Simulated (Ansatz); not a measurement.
## How fast states decay through Na3BrF2

A new crystal, Na3BrF2: structure, gap and complex bands. It is built by putting F for Cl in the Na3BrCl2 structure of space group I4/mmm, with the volume rescaled by atomic radii. The parent structure comes from the Materials Project.

Main program and level: Ansatz 0.2.0; LDA DFT, plane waves, PAW files, in the first sound run; inputs show where later runs differ.

The structure was built from a prototype and need not be the compound's stable phase.

## 1. The structure

It takes space group I4/mmm (No. 139, tetragonal). The conventional cell has a = 3.830 Å, b = 3.830 Å, c = 16.253 Å, α = 90.00°, β = 90.00°, γ = 90.00°. Nearest to Na lie 5 F at 2.62 to 2.71 Å and 1 Br at 2.78 Å. Nearest to Na lie 4 Br at 2.71 Å and 2 F at 2.72 Å. Nearest to Br lie 6 Na at 2.71 to 2.78 Å. Nearest to F lie 6 Na at 2.62 to 2.72 Å. It derives from Na3BrCl2. F for Cl in the Na3BrCl2 structure of space group I4/mmm. Farther neighbours and most contacts between anions are not listed.

## 2. Cell and atoms at rest

The substituted atoms don't fit the parent's cell, so cell and atoms relax together. A small smearing keeps the run stable in case the gap closes on the way.

File input.yaml:

```yaml
crystal:
  lattice:
    - [-1.9152262389, 1.9152262389, 8.1262687422]
    - [1.9152262389, -1.9152262389, 8.1262687422]
    - [1.9152262389, 1.9152262389, -8.1262687422]
  atoms:
    - { symbol: Na, position: [0.67098916, 0.67098916, 0.0] }
    - { symbol: Na, position: [0.0, 0.0, 0.0] }
    - { symbol: Na, position: [0.32901084, 0.32901084, 0.0] }
    - { symbol: Br, position: [0.5, 0.5, 0.0] }
    - { symbol: F, position: [0.83233815, 0.83233815, 0.0] }
    - { symbol: F, position: [0.16766185, 0.16766185, 0.0] }
kpoints:
  mp_grid: { grid: [8, 8, 8] }
scf:
  occupations: { method: gaussian, width: 0.03 }
hamiltonian:
  xc: lda
output:
  forces: true
  stress: true
relax:
  f_tol: 0.02
  max_steps: 60
  cell: {}
```

Run with:

```bash
$ ansatz run input.yaml --threads 2 --pin off --max-ram 4096MiB --backend cpu --events-out ev --progress --plain --runs-dir out
```

Numbers of over 12 decimals in the logs are rounded to 6 here.

What it wrote:

```text
basis.fft_grid_basis auto: the FFT boxes are laid along the combinations [[1, 0, 1], [0, 1, 1], [0, 0, 1]] of the cell's own vectors, 3.830, 3.830 and 8.566 Å long. The dense box has 27×27×60 points. Along the cell's own vectors, as sized, it would have 60×60×60, 4.94 times as many. Of the 16 symmetry operations that the crystal satisfies within crystal.symmetry.tolerance (time reversal apart; of a slab, those that k [...]
Engine: ansatz 0.2.0, x86_64-unknown-linux-gnu
Pseudopotentials: kind: paw
Pseudopotential: Na, paw, valence charge 9, recommended cutoff 420 eV (normal), Na.paw.azcp
Pseudopotential: Br, paw, valence charge 7, recommended cutoff 420 eV (normal), Br.paw.azcp
Pseudopotential: F, paw, valence charge 7, recommended cutoff 420 eV (normal), F.paw.azcp
Functional definition: SPW92
  exchange = slater_x
  correlation = pw_c
Crystal: 6 atoms, lattice volume = 119.232 Å³
Basis set: ecut = 420 eV, 2303 PW (Γ), FFT grids on a1+a3, a2+a3, a3
Bands: 30, of which v1, the nominal top of the filled ones, is band 24 counted from 1 (23 counted from 0)
Symmetry: 16 space group operations
Space group: I4/mmm (ITA 139), of the structure as read, at distance tolerance 4.9e-5 Å
k-points: 59 of 512
Non-local potential: Na, projectors of the file, l = 0: 3, l = 1: 2, l = 2: 1
Non-local potential: Br, projectors of the file, l = 0: 2, l = 1: 2, l = 2: 2
Non-local potential: F, projectors of the file, l = 0: 2, l = 1: 2, l = 2: 1
PAW form: soft (Blöchl's): semilocal exchange-correlation on the pseudo side does not see the compensation charge
PAW frozen core: Na, regenerated for the run's functional, and the local potential with it (the file was generated under x = pbe(κ = 0.804, μ = 0.219515), c = pbe(β = 0.066725))
PAW frozen core: Br, regenerated for the run's functional, and the local potential with it (the file was generated under x = pbe(κ = 0.804, μ = 0.219515), c = pbe(β = 0.066725))
PAW frozen core: F, regenerated for the run's functional, and the local potential with it (the file was generated under x = pbe(κ = 0.804, μ = 0.219515), c = pbe(β = 0.066725))
PAW one-centre angular grid: Na, 110 points (default); XC on 64 Gauss nodes
PAW one-centre angular grid: Br, 110 points (default); XC on 64 Gauss nodes
PAW one-centre angular grid: F, 110 points (default); XC on 64 Gauss nodes
Initial density: superposition of atomic densities (neutral atoms: chi_scale 0, normalization atom), corrected by the library's trained network
Initial wavefunctions: pseudopotential atomic-orbital guess
Functional: x = slater, c = lda
SCF iter   1: F=—  HF=-8688.141708 eV  |F-HF|=—  |Δ(HF+E_count)|=         —  Δρ=1.20e-2  dr2=1.25e-1  ethr=1.77e-3  ⟨swp⟩=6.9  Hψ=7616  notcnv=0
preconditioner: auto → Resta (q_TF=auto, 2.344 Å⁻¹)  ε∞=2.2  [insulator: Δε(μ)=3.991 eV  Ē_g=19.890 eV  σ=0.030 eV  W_gap=1.00  n_scr=26 (ndim 8)  ℏωp=22.0 eV  f_vac=0.147  D(μ)=0.00/eV (n_scr^D=0)  ε∞_Penn≈2.2]
SCF iter   2: F=—  HF=-8688.105565 eV  |F-HF|=—  |Δ(HF+E_count)|=   3.61e-2  Δρ=5.65e-3  dr2=1.86e-2  ethr=2.60e-4  ⟨swp⟩=2.0  Hψ=3203  notcnv=0  defer=90
SCF iter   3: F=—  HF=-8688.100424 eV  |F-HF|=—  |Δ(HF+E_count)|=   5.14e-3  Δρ=1.43e-3  dr2=2.11e-3  ethr=3.87e-5  ⟨swp⟩=2.0  Hψ=2629  notcnv=0  defer=95
SCF iter   4: F=—  HF=-8688.099843 eV  |F-HF|=—  |Δ(HF+E_count)|=   5.82e-4  Δρ=4.48e-4  dr2=2.00e-4  ethr=4.40e-6  ⟨swp⟩=2.6  Hψ=3060  notcnv=0  defer=95
SCF iter   5: F=—  HF=-8688.099802 eV  |F-HF|=—  |Δ(HF+E_count)|=   4.03e-5  Δρ=5.18e-5  dr2=5.02e-6  ethr=4.17e-7  ⟨swp⟩=1.0  Hψ=1685  notcnv=0  defer=95
SCF iter   6: F=—  HF=-8688.099802 eV  |F-HF|=—  |Δ(HF+E_count)|=  8.17e-10  Δρ=1.58e-5  dr2=2.72e-7  ethr=1.05e-8  ⟨swp⟩=2.0  Hψ=2212  notcnv=0  defer=95
SCF iter   7: F=-8688.099803 eV  HF=-8688.099803 eV  |F-HF|=3.57e-9  |Δ(HF+E_count)|=   1.06e-7  Δρ=2.99e-6  dr2=8.42e-9  ethr=2.08e-10  ⟨swp⟩=4.8  Hψ=6181  notcnv=0
SCF 1 converged in 7 iterations: F = -8688.099803 eV  dr2 = 8.42e-9
  greatest PAW one-centre occupation: 0.999 electrons in one spin orbital (limit 2), on the Na atom at site 1 (counted from 0), in its partial waves of l = 0
relax step   1: F+E_penalty+E_count = -8688.09980258 eV  Δ(F+E_penalty+E_count) = +0.000e0 eV  max|allowed force component| = 5.063e-1 eV/Å  Δτ_max = 0.0000 Å  P = -4.245 GPa  Ω = 119.232 Å³  (7 SCF iters, dr2 threshold 1.00e-7 eV, accepted)
Crystal: 6 atoms, lattice volume = 106.554 Å³
Basis set: ecut = 420 eV, 2109 PW (Γ), FFT grids on a1+a3, a2+a3, a3
Initial density: handed on by an earlier stage of this run
Initial wavefunctions: those handed on with the density
iter 1 solved again at ethr=9.33e-4 eV; its pass at ethr=3.10e-3 eV (dr2=4.48e-1 eV) is discarded
SCF iter   1: F=—  HF=-8688.684719 eV  |F-HF|=—  |Δ(HF+E_count)|=         —  Δρ=2.29e-2  dr2=4.54e-1  ethr=9.33e-4  ⟨swp⟩=1.1  Hψ=9006  notcnv=0
preconditioner: auto → Resta (q_TF=auto, 2.389 Å⁻¹)  ε∞=2.3  [insulator: Δε(μ)=3.782 eV  Ē_g=20.623 eV  σ=0.030 eV  W_gap=1.00  n_scr=20 (ndim 8)  ℏωp=23.3 eV  f_vac=0.075  D(μ)=0.00/eV (n_scr^D=0)  ε∞_Penn≈2.3]
SCF iter   2: F=—  HF=-8688.532017 eV  |F-HF|=—  |Δ(HF+E_count)|=   1.53e-1  Δρ=1.26e-2  dr2=9.57e-2  ethr=9.33e-4  ⟨swp⟩=2.2  Hψ=2845  notcnv=0  defer=1
SCF iter   3: F=—  HF=-8688.499796 eV  |F-HF|=—  |Δ(HF+E_count)|=   3.22e-2  Δρ=4.90e-3  dr2=2.28e-2  ethr=1.99e-4  ⟨swp⟩=2.0  Hψ=3187  notcnv=0  defer=101
SCF iter   4: F=—  HF=-8688.490608 eV  |F-HF|=—  |Δ(HF+E_count)|=   9.19e-3  Δρ=6.41e-4  dr2=4.62e-4  ethr=4.74e-5  ⟨swp⟩=2.0  Hψ=3159  notcnv=0  defer=101
SCF iter   5: F=—  HF=-8688.490562 eV  |F-HF|=—  |Δ(HF+E_count)|=   4.66e-5  Δρ=2.35e-4  dr2=5.89e-5  ethr=9.63e-7  ⟨swp⟩=2.2  Hψ=2941  notcnv=0  defer=101
SCF iter   6: F=—  HF=-8688.490563 eV  |F-HF|=—  |Δ(HF+E_count)|=   1.46e-6  Δρ=2.75e-5  dr2=9.24e-7  ethr=1.23e-7  ⟨swp⟩=2.2  Hψ=2337  notcnv=0  defer=101
SCF iter   7: F=-8688.490563 eV  HF=-8688.490563 eV  |F-HF|=1.55e-8  |Δ(HF+E_count)|=   1.95e-7  Δρ=5.68e-6  dr2=4.75e-8  ethr=1.25e-9  ⟨swp⟩=5.0  Hψ=5838  notcnv=0
SCF 2 converged in 7 iterations: F = -8688.490563 eV  dr2 = 4.75e-8
relax step   2: F+E_penalty+E_count = -8688.49056317 eV  Δ(F+E_penalty+E_count) = -3.908e-1 eV  max|allowed force component| = 5.025e-1 eV/Å  Δτ_max = 0.1596 Å  P = -2.044 GPa  Ω = 106.554 Å³  energy of the carried Pulay correction = +2.495e-2 eV  (7 SCF iters, dr2 threshold 6.00e-7 eV, accepted)
Crystal: 6 atoms, lattice volume = 97.601 Å³
Basis set: ecut = 420 eV, 1901 PW (Γ), FFT grids on a1+a3, a2+a3, a3
iter 1 solved again at ethr=6.67e-4 eV; its pass at ethr=3.10e-3 eV (dr2=3.20e-1 eV) is discarded
SCF iter   1: F=—  HF=-8688.669924 eV  |F-HF|=—  |Δ(HF+E_count)|=         —  Δρ=2.54e-2  dr2=3.23e-1  ethr=6.67e-4  ⟨swp⟩=1.2  Hψ=8994  notcnv=0
preconditioner: auto → Resta (q_TF=auto, 2.424 Å⁻¹)  ε∞=2.4  [insulator: Δε(μ)=4.489 eV  Ē_g=20.914 eV  σ=0.030 eV  W_gap=1.00  n_scr=20 (ndim 8)  ℏωp=24.4 eV  f_vac=0.056  D(μ)=0.00/eV (n_scr^D=0)  ε∞_Penn≈2.4]
SCF iter   2: F=—  HF=-8688.557546 eV  |F-HF|=—  |Δ(HF+E_count)|=   1.12e-1  Δρ=1.18e-2  dr2=5.67e-2  ethr=6.67e-4  ⟨swp⟩=2.0  Hψ=2794  notcnv=0
SCF iter   3: F=—  HF=-8688.539180 eV  |F-HF|=—  |Δ(HF+E_count)|=   1.84e-2  Δρ=4.76e-3  dr2=1.19e-2  ethr=1.18e-4  ⟨swp⟩=2.0  Hψ=3200  notcnv=0  defer=90
SCF iter   4: F=—  HF=-8688.535749 eV  |F-HF|=—  |Δ(HF+E_count)|=   3.43e-3  Δρ=1.10e-3  dr2=5.19e-4  ethr=2.49e-5  ⟨swp⟩=2.0  Hψ=2616  notcnv=0  defer=90
SCF iter   5: F=—  HF=-8688.535682 eV  |F-HF|=—  |Δ(HF+E_count)|=   6.66e-5  Δρ=1.58e-4  dr2=2.18e-5  ethr=1.08e-6  ⟨swp⟩=2.7  Hψ=2985  notcnv=0  defer=90
SCF iter   6: F=—  HF=-8688.535681 eV  |F-HF|=—  |Δ(HF+E_count)|=   9.00e-7  Δρ=4.88e-5  dr2=2.07e-6  ethr=4.55e-8  ⟨swp⟩=2.1  Hψ=3096  notcnv=0  defer=90
SCF iter   7: F=-8688.535682 eV  HF=-8688.535682 eV  |F-HF|=2.65e-9  |Δ(HF+E_count)|=   3.37e-7  Δρ=4.53e-6  dr2=2.12e-8  ethr=1.25e-9  ⟨swp⟩=4.9  Hψ=5887  notcnv=0
SCF 3 converged in 7 iterations: F = -8688.535682 eV  dr2 = 2.12e-8
relax step   3: F+E_penalty+E_count = -8688.53568171 eV  Δ(F+E_penalty+E_count) = -4.512e-2 eV  max|allowed force component| = 7.197e-1 eV/Å  Δτ_max = 0.1683 Å  P = +2.560 GPa  Ω = 97.601 Å³  energy of the carried Pulay correction = +4.433e-2 eV  (7 SCF iters, dr2 threshold 6.00e-7 eV, accepted)
[...]
relax step   4: F+E_penalty+E_count = -8688.61012428 eV  Δ(F+E_penalty+E_count) = -7.444e-2 eV  max|allowed force component| = 1.905e-1 eV/Å  Δτ_max = 0.0921 Å  P = -0.574 GPa  Ω = 102.343 Å³  energy of the carried Pulay correction = +3.387e-2 eV  (7 SCF iters, dr2 threshold 6.00e-7 eV, accepted)
[...]
relax step   5: F+E_penalty+E_count = -8688.62805512 eV  Δ(F+E_penalty+E_count) = -1.793e-2 eV  max|allowed force component| = 7.022e-2 eV/Å  Δτ_max = 0.0228 Å  P = -0.130 GPa  Ω = 101.351 Å³  energy of the carried Pulay correction = +3.602e-2 eV  (5 SCF iters, dr2 threshold 6.00e-7 eV, accepted)
[...]
relax step   6: F+E_penalty+E_count = -8688.63262749 eV  Δ(F+E_penalty+E_count) = -4.572e-3 eV  max|allowed force component| = 5.423e-3 eV/Å  Δτ_max = 0.0105 Å  P = +0.028 GPa  Ω = 101.241 Å³  energy of the carried Pulay correction = +3.626e-2 eV  (5 SCF iters, dr2 threshold 6.00e-7 eV, accepted)
[...]
relax step   7: F+E_penalty+E_count = -8688.63247187 eV  Δ(F+E_penalty+E_count) = +1.556e-4 eV  max|allowed force component| = 4.034e-3 eV/Å  Δτ_max = 0.0011 Å  P = -0.005 GPa  Ω = 101.316 Å³  energy of the carried Pulay correction = +3.610e-2 eV  (5 SCF iters, dr2 threshold 6.31e-9 eV, accepted)
[...]
relax step   8: F+E_penalty+E_count = -8688.61737908 eV  Δ(F+E_penalty+E_count) = +1.509e-2 eV  max|allowed force component| = 3.453e-3 eV/Å  Δτ_max = 0.0000 Å  P = -0.300 GPa  Ω = 101.316 Å³  stress off target by 3.47e-1 GPa  SCF on the basis re-selected at this cell (its energy is not comparable with the rows above)  (6 SCF iters)
[...]
relax step   9: F+E_penalty+E_count = -8688.61981878 eV  Δ(F+E_penalty+E_count) = -2.440e-3 eV  max|allowed force component| = 1.708e-3 eV/Å  Δτ_max = 0.0025 Å  P = -0.005 GPa  Ω = 100.531 Å³  energy of the carried Pulay correction = +1.681e-3 eV  (6 SCF iters, dr2 threshold 3.00e-7 eV, accepted)
iter 1 solved again at ethr=2.46e-7 eV; its pass at ethr=3.10e-3 eV (dr2=1.18e-4 eV) is discarded
SCF iter   1: F=—  HF=-8688.618320 eV  |F-HF|=—  |Δ(HF+E_count)|=         —  Δρ=5.84e-5  dr2=5.14e-7  ethr=2.46e-7  ⟨swp⟩=3.9  Hψ=13053  notcnv=0
preconditioner: auto → Resta (q_TF=auto, 2.412 Å⁻¹)  ε∞=2.3  [insulator: Δε(μ)=4.195 eV  Ē_g=20.765 eV  σ=0.030 eV  W_gap=1.00  n_scr=24 (ndim 8)  ℏωp=24.0 eV  f_vac=0.084  D(μ)=0.00/eV (n_scr^D=0)  ε∞_Penn≈2.3]
SCF iter   2: F=—  HF=-8688.618314 eV  |F-HF|=—  |Δ(HF+E_count)|=   5.36e-6  Δρ=2.52e-5  dr2=1.85e-7  ethr=1.07e-9  ⟨swp⟩=2.1  Hψ=2997  notcnv=0
SCF iter   3: F=—  HF=-8688.618314 eV  |F-HF|=—  |Δ(HF+E_count)|=   1.64e-8  Δρ=1.26e-5  dr2=2.16e-8  ethr=3.86e-10  ⟨swp⟩=2.0  Hψ=2190  notcnv=0
SCF iter   4: F=—  HF=-8688.618314 eV  |F-HF|=—  |Δ(HF+E_count)|=   1.48e-9  Δρ=3.54e-7  dr2=1.48e-10  ethr=4.50e-11  ⟨swp⟩=2.0  Hψ=2400  notcnv=0
SCF iter   5: F=-8688.618314 eV  HF=-8688.618314 eV  |F-HF|=3.64e-12  |Δ(HF+E_count)|=  1.64e-11  Δρ=1.19e-7  dr2=9.28e-12  ethr=1.00e-12  ⟨swp⟩=5.0  Hψ=5959  notcnv=0
SCF 10 converged in 5 iterations: F = -8688.618314 eV  dr2 = 9.28e-12
relax step  10: F+E_penalty+E_count = -8688.61831420 eV  Δ(F+E_penalty+E_count) = +1.505e-3 eV  max|allowed force component| = 1.601e-3 eV/Å  Δτ_max = 0.0000 Å  P = -0.025 GPa  Ω = 100.531 Å³  stress off target by 3.00e-2 GPa  SCF on the basis re-selected at this cell (its energy is not comparable with the rows above)  (5 SCF iters)
basis re-selected at this cell: Δ(F+E_penalty+E_count) = +1.505e-3 eV, ΔP = -0.021 GPa vs the last step (what re-selecting the basis moved, of the pressure what is left beyond the Pulay correction that the steps carried, after the strain that the cell walked since its last selection, with what the two solves' SCF thresholds leave and, on support functions, any second-order correction that the steps lacked; it is no m [...]
SCF converged after 5 iterations
Free energy (F): -8688.618314 eV
Harris-Foulkes:  -8688.618314 eV  (|F-HF|=3.64e-12)
Internal energy: -8688.618314 eV  (E = F + TS)
E sigma→0 (E₀):  -8688.618314 eV
Fermi energy:    3.754659 eV
--- Per-component energies (eV) ---
  E_band       = -712.294472
  E_kinetic    = 910.704407
  E_local      = -5166.927087  (includes V_loc(G=0)·N_el)
  E_nonlocal   = 574.012183
  E_hartree    = 1848.050900
  E_xc         = -535.183586
  E_vxc        = -460.158757  (∫ρ·V_xc dr)
  E_paw        = -3268.927717  (= ΣΔE_a)
  E_vpaw       = -266.031147  (= ΣTr[D̂ρ^β])
  E_aug_tail   = 0.004036  (compensation charges beyond the density's cutoff)
  E_ewald      = -3051.207134
  E_core_change = 0.855685  (= ΣΔE_core)
  E_smearing   = -0.000000  (= −TS)
  E_closure    = -0.000000  (closes the sum)
  Σ components = -8688.618314   (vs F -8688.618314, Δ=0.00e0)
--- Forces (eV/Å), atoms counted from 1 ---
  atom   1  Na     0.00000000     0.00000000     0.00131926
  atom   2  Na    -0.00000000     0.00000000    -0.00000000
  atom   3  Na    -0.00000000    -0.00000000    -0.00131926
  atom   4  Br    -0.00000000     0.00000000     0.00000000
  atom   5  F     -0.00000000    -0.00000000     0.00160122
  atom   6  F      0.00000000    -0.00000000    -0.00160122
  max |Σ_I F_I| component: 4.34e-19 eV/Å
--- Stress (GPa, compression-positive) ---
       -0.030028      -0.000000      -0.000000
       -0.000000      -0.030028       0.000000
        0.000000      -0.000000      -0.016407
  P = ⅓ Tr σ = -0.0255 GPa (-0.255 kbar)
--- Relaxed structure (8 steps of the walk, 8 accepted, 2 SCFs on fresh bases) ---
  F+E_penalty+E_count = -8688.61831420 eV   max|allowed force component| = 1.601e-3 eV/Å   (the final SCF, on the basis selected at the relaxed cell)
  cell:  # Å, volume = 100.5305 Å³
    - [-1.850129, 1.850129, 7.342329]
    - [1.850129, -1.850129, 7.342329]
    - [1.850129, 1.850129, -7.342329]
  atoms:
    - { symbol: Na, position: [0.682680, 0.682680, 0] }
    - { symbol: Na, position: [-4.797540464850953e-19, -4.7975404648508885e-19, 0] }
    - { symbol: Na, position: [0.317320, 0.317320, 0] }
    - { symbol: Br, position: [0.500000, 0.500000, 0] }
    - { symbol: F, position: [0.828567, 0.828567, 0] }
    - { symbol: F, position: [0.171433, 0.171433, 0] }
```

Wall time 13 s (2 threads of AMD EPYC 9R45, shared host); peak memory 0.53 GiB; 25 s of CPU time.

Step by step:

```
step  energy less that of the first step (eV)  largest force component (eV/Å)  pressure (GPa)  volume (Å³)
   1                                   0.0000                          0.5063           -4.25       119.23
   2                                  -0.3908                          0.5025           -2.04       106.55
   3                                  -0.4359                          0.7197            2.56        97.60
   4                                  -0.5103                          0.1905           -0.57       102.34
   5                                  -0.5283                          0.0702           -0.13       101.35
   6                                  -0.5328                          0.0054            0.03       101.24
   7                                  -0.5327                          0.0040           -0.01       101.32
  8*                                  -0.5176                          0.0035           -0.30       101.32
   9                                  -0.5200                          0.0017            0.00       100.53
 10*                                  -0.5185                          0.0016           -0.03       100.53
```

Relaxation steps marked * repeat the geometry before them on a plane-wave basis chosen anew for their cell, so energy and pressure can jump there.

Forces are held to the 16 operations that the run works with; a distortion that breaks them can't arise in this run.

```
conventional cell, symmetrised  before   after   change
                         a (Å)   3.830   3.700   -3.4 %
                         b (Å)   3.830   3.700   -3.4 %
                         c (Å)  16.253  14.685   -9.6 %
              volume (Å³/atom)   19.87   16.76  -15.7 %
```

The atoms that moved most (Å, as changes of fractional coordinates times the final cell):

```
atom     dx     dy      dz  length
 Na3  0.000  0.000  -0.172   0.172
 Na1  0.000  0.000   0.172   0.172
  F5  0.000  0.000  -0.055   0.055
  F6  0.000  0.000   0.055   0.055
```

The relaxed structure:

```cif
data_structure
_symmetry_space_group_name_H-M 'P 1'
_symmetry_Int_Tables_number 1
_cell_length_a 7.7946
_cell_length_b 7.7946
_cell_length_c 7.7946
_cell_angle_alpha 152.538
_cell_angle_beta 152.538
_cell_angle_gamma 39.228
_cell_volume 100.53
loop_
_atom_site_label
_atom_site_type_symbol
_atom_site_fract_x
_atom_site_fract_y
_atom_site_fract_z
_atom_site_occupancy
Na1 Na 0.68268 0.68268 0.00000 1
Na2 Na 0.00000 0.00000 0.00000 1
Na3 Na 0.31732 0.31732 0.00000 1
Br4 Br 0.50000 0.50000 0.00000 1
F5 F 0.82857 0.82857 0.00000 1
F6 F 0.17143 0.17143 0.00000 1
```

This step gave:

```yaml
free_energy: -8688.6183 eV
fermi_energy: 3.755 eV
pressure: -0.02549 GPa
```

The largest force component on a free atom ends at 0.0016 eV/Å.

(Continued in part 2 of 3.)

[Logs are printed without paths, hosts, clocks, repeated set-up lines and the standing remarks that a program may print on its own settings, such as how far it seeks lower states.]

[Hosts, paths, dates, database ids (printed as entryN), source tags and the programs' standing remarks are cut or masked in the printed files.]
